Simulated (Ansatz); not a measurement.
Two G0W0 runs on Si2MoN4 (MoSi2N4 type monolayer).

The cell holds 7 atoms: 1 Mo, 4 N and 2 Si. Cell: a = 2.878 Å, b = 2.878 Å, c = 37.100 Å, α = 90.0°, β = 90.0°, γ = 120.0°. Vacuum lies along c.

```xyz
7
Lattice="2.8780 0.0000 0.0000 -1.4390 2.4924 0.0000 0.0000 0.0000 37.1000" Properties=species:S:1:pos:R:3
Mo    0.0000    0.0000   18.5500
N     0.0000    1.6616   19.7840
N     0.0000    1.6616   17.3160
Si    0.0000    1.6616   21.5192
Si    0.0000    1.6616   15.5808
N     1.4390    0.8308   22.0311
N     1.4390    0.8308   15.0689
```

The structure was relaxed with PBEsol-D3(BJ). The runs that relaxed it are not among those shown. PAW set soft_2, made with PBE.

The first (Ansatz 0.2.0; start PBEsol, 6×6×1 mesh, 182 empty bands, screening to 45 eV; 4 threads of Arm Neoverse V1, shared host) gave, on its mesh: starting gap 1.78 eV, G0W0 gap 2.70 eV, mean of 1 + 4πα/V (set by the cell height) 2.52, 57 s.

Question: The second changes empty bands from 182 to 75 and screening cutoff (eV) from 45.0 to 25. What does it give?

It gave: starting gap 1.78 eV, G0W0 gap 2.72 eV, mean of 1 + 4πα/V (set by the cell height) 2.58, 22 s. The G0W0 gap moves by +0.02 eV, +0.00 eV from the start and +0.02 eV from the correction. Σc changes by +0.32 eV at the valence top and +0.34 eV at the conduction bottom, and Σx − Vxc between them by +0.00 eV.

Limits: not at the basis limit; coarse mesh for a sheet; no spin-orbit coupling.

[Paths, hosts, dates, memory and timing lines, banners, echoed tables and standing remarks are left out of the program output.]

[Logs are printed without paths, hosts, clocks, repeated set-up lines and the standing remarks that a program may print on its own settings, such as how far it seeks lower states.]

[Runs of the session that timed out or met a known fault of the program may be left out.]

[Cells called generated may have been cut or substituted from an entry of the Crystallography Open Database or the Materials Project.]

[Hosts, paths, dates, database ids (printed as entryN), source tags and the programs' standing remarks are cut or masked in the printed files.]
